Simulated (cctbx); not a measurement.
## Solving a structure by charge flipping

Cell a = 7.7340 Å, b = 7.7340 Å, c = 3.4950 Å, α = 90.00°, β = 90.00°, γ = 90.00°; space group P4/mbm (no. 127); content Tm4 In2 Ru4.

The data are simulated with cctbx, not measured: Mo Kα, λ = 0.71073 Å, to d = 0.77 Å, 80 % of the full sphere, strongest reflection 40000 counts, noise from counting, a 3 % proportional error and a noise floor of 15 counts (s.d.); no absorption.

Charge flipping in P1 on normalised amplitudes to 0.8 Å, δ = 0.9 σ, 20 % of the reflections treated as weak, 200 cycles:

```text
cycle      R  skewness
    0  0.633     0.09
   16  0.403     1.24
   32  0.417     1.41
   48  0.421     1.69
   64  0.407     2.97
   80  0.430     3.69
   96  0.459     3.70
  112  0.447     3.61
  128  0.444     3.79
  144  0.431     3.57
  160  0.423     3.70
  176  0.446     3.67
  192  0.440     3.67
origin shift          correlation  skewness
 0.237  0.128  0.059      0.834      2.23
 0.373  0.389  0.064      0.840      3.12
 0.079  0.626  0.423      0.835      1.44
 0.240  0.126  0.428      0.818      1.79
taken: symmetry correlation 0.840, skewness 3.12
peak      x       y       z  mult  height/sigma
Q1    0.1844  0.3156  0.0000    4     12.0
Q2    0.1491  0.6491  0.5000    4      7.1
Q3    0.0000  0.0000  0.5000    2      3.7
Q4    0.0000  0.0000  0.0000    2      3.6
Q5    0.0000  0.5000  0.5000    2      3.5
Q6    0.0146  0.8593  0.5000    8      2.8
Q7    0.1555  0.8051  0.0000    8      2.1
Q8    0.1123  0.3877  0.1615    8      1.7
```

The origin is taken among those within 0.04 of the best correlation, by the skewness of the map.

Run time: 0.38 s on 1 thread of Arm Neoverse V2, on a shared host, peak memory 0.07 GiB.

**Question.** Which peaks are atoms, and which elements?

Heights follow Z only loosely here, so the multiplicities, which must add up to the content, decide. First model: Q1 = Tm1 (4 in the cell, height 12.0), Q2 = Ru1 (4 in the cell, height 7.1) and Q3 = In1 (2 in the cell, height 3.7). Against the true structure, Q1 is Tm, Q2 is Ru and Q3 is In; the other peaks are not atoms.

Least squares on F², isotropic:

```text
Rint 0.028, 154 unique reflections to 0.77 A
cycle     R1     wR2    GooF  max shift (A)
   1  0.3223  0.6287  38.489   0.22808
   2  0.0279  0.0731   4.476   0.00010
final R1 0.0278 wR2 0.0731 GooF 4.475  parameters 5  data/parameter 30.8
atom        x        y        z      Ueq    occ   su(xyz)  su(Uiso or U11)
Tm1    0.17689  0.32311  0.00000   0.0160  1.000  0.00009  0.0004
Ru1    0.12826  0.62826  0.50000   0.0202  1.000  0.00018  0.0005
In1    0.00000  0.00000  0.50000   0.0169  1.000  0.00000  0.0005
difference map: max 3.27 min -4.42 rms 0.47
Q1    0.1735  0.3265  0.1331    8    3.47  0.47 A from Tm1
Q2    0.1750  0.6750  0.5000    4    2.87  0.51 A from Ru1
Q3    0.0845  0.5845  0.5000    4    2.15  0.48 A from Ru1
Q4    0.1392  0.2073  0.1490   16    1.05  1.08 A from Tm1
Q5    0.0000  0.5000  0.4048    4    0.93  1.44 A from Ru1
```

Anisotropic refinement:

```text
Rint 0.028, 154 unique reflections to 0.77 A
cycle     R1     wR2    GooF  max shift (A)
   1  0.0278  0.0731   4.553   0.00204
   2  0.0086  0.0160   0.996   0.00000
final R1 0.0086 wR2 0.0160 GooF 0.996  parameters 10  data/parameter 15.4
atom        x        y        z      Ueq    occ   su(xyz)  su(Uiso or U11)
Tm1    0.17687  0.32313  0.00000   0.0158  1.000  0.00002  0.0001
Ru1    0.12845  0.62845  0.50000   0.0202  1.000  0.00004  0.0002
In1    0.00000  0.00000  0.50000   0.0168  1.000  0.00000  0.0002
difference map: max 0.67 min -0.77 rms 0.18
Q1    0.1256  0.8036  0.3503   16    0.69  1.45 A from Ru1
Q2    0.0781  0.4219  0.2146    8    0.50  1.32 A from Tm1
Q3    0.0202  0.7264  0.1996   16    0.48  1.54 A from Ru1
Q4    0.0416  0.8681  0.1906   16    0.45  1.52 A from In1
Q5    0.0796  0.5796  0.2993    8    0.44  0.88 A from Ru1
Q6    0.1405  0.1886  0.1367   16    0.43  1.18 A from Tm1
```

**Reading.** The refinement ends at R1 = 0.0086, wR2 = 0.0160, GooF = 1.00, with difference density between -0.77 and 0.67 e/Å³. Every site matches the true model in element, within 0.001 Å r.m.s., up to an allowed shift of origin.

True model:

| atom | mult. | x | y | z | Ueq (Å²) |
| --- | --- | --- | --- | --- | --- |
| Tm1 | 4 | 0.6769 | 0.1769 | 1/2 | 0.0158 |
| In1 | 2 | 1/2 | 1/2 | 0 | 0.0168 |
| Ru1 | 4 | 0.6285 | 0.8715 | 0 | 0.0204 |

The model was made for the exercise: a known structure type with other elements put in, its volume estimated, not relaxed; displacement parameters are assumed.

[Middle refinement cycles are left out of these outputs.]

[Logs are printed without paths, hosts, clocks, repeated set-up lines and the standing remarks that a program may print on its own settings, such as how far it seeks lower states.]
